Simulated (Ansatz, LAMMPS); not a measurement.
# What went wrong? Ca2+ TFSI- in dimethyl sulfoxide and ethylene carbonate at 400 K (141 atoms)

Program: Ansatz 0.2.0. The cell: 2 N, 9 S, 31 O, 32 C, 12 F, 54 H and 1 Ca.

input.yaml

```yaml
crystal:
  lattice:
    - [12.05544, 0.0, 0.0]
    - [0.0, 12.05544, 0.0]
    - [0.0, 0.0, 12.05544]
  atoms:
    - { symbol: "N", position: [0.6129, 0.13257, 0.71867] }
    - { symbol: S, position: [0.6937, 0.22074, 0.75229] }
    - { symbol: O, position: [0.65232, 0.33264, 0.72127] }
    - { symbol: O, position: [0.74262, 0.20335, 0.86049] }
    - { symbol: C, position: [0.80746, 0.18761, 0.6527] }
    - { symbol: F, position: [0.90625, 0.22238, 0.6839] }
    - { symbol: F, position: [0.79811, 0.22954, 0.54838] }
    - { symbol: F, position: [0.81557, 0.07665, 0.63167] }
    - { symbol: S, position: [0.49454, 0.14421, 0.77937] }
    - { symbol: O, position: [0.49082, 0.18818, 0.89027] }
    - { symbol: O, position: [0.42235, 0.04535, 0.76337] }
    - { symbol: C, position: [0.42745, 0.25158, 0.69106] }
    - { symbol: F, position: [0.48336, 0.26411, 0.59446] }
    - { symbol: F, position: [0.31924, 0.22355, 0.6698] }
    - { symbol: F, position: [0.43392, 0.35142, 0.7424] }
    - { symbol: "N", position: [0.17254, 0.61408, 0.25104] }
    - { symbol: S, position: [0.22275, 0.58982, 0.1322] }
    - { symbol: O, position: [0.31679, 0.65727, 0.09367] }
    [... 117 atom lines left out ...]
    - { symbol: O, position: [0.10325, 0.1417, 0.05169] }
    - { symbol: H, position: [0.26393, 0.9736, 0.93491] }
    - { symbol: H, position: [0.20028, 0.09658, 0.86645] }
    - { symbol: H, position: [0.22958, 0.05259, 0.1104] }
    - { symbol: H, position: [0.27541, 0.16382, 0.01334] }
    - { symbol: Ca, position: [0.78036, 0.19227, 0.05911] }
kpoints:
  mp_grid: { grid: [1, 1, 1] }
hamiltonian:
  xc: pbesol
  hubbard: { sites: [{ species: "N", l: f, u_eff: 4.0 }] }
scf:
  occupations: { method: fixed }
  max_iter: 100
output:
  forces: true
```

On the command line:

```
$ ansatz run input.yaml --threads 4 --pin off --max-ram 8192MiB --backend cpu --events-out ev --progress --plain --runs-dir out
```

Output:

```text
Error: inconsistent input (hamiltonian.hubbard.sites[].l, hamiltonian.hubbard.sites[].shell): the file of N doesn't list 4f, and it can't be added: PBE doesn't bind the shell 4f of the free atom, whose level lies at +1.14 eV. Type an atom or ion with it (hamiltonian.pseudopotentials.projection_atoms), take another file or name another shell
```

Run time: 0.14 s. Hardware: 4 threads of Intel Xeon Platinum 8488C (Sapphire Rapids), shared host; peak memory 0.12 GiB; 0.31 s of CPU time.

**Question.** What is wrong with this input, and how is it mended?

A U on a shell that isn't there: hamiltonian.hubbard.sites = [{"species": "N", "l": "f", "u_eff": 4.0}].

The fix is to take out hamiltonian.hubbard.sites.

The program refused it before any cycle.

[Logs are printed without paths, hosts, clocks, repeated set-up lines and the standing remarks that a program may print on its own settings, such as how far it seeks lower states.]

[Hosts, paths, dates, database ids (printed as entryN), source tags and the programs' standing remarks are cut or masked in the printed files.]
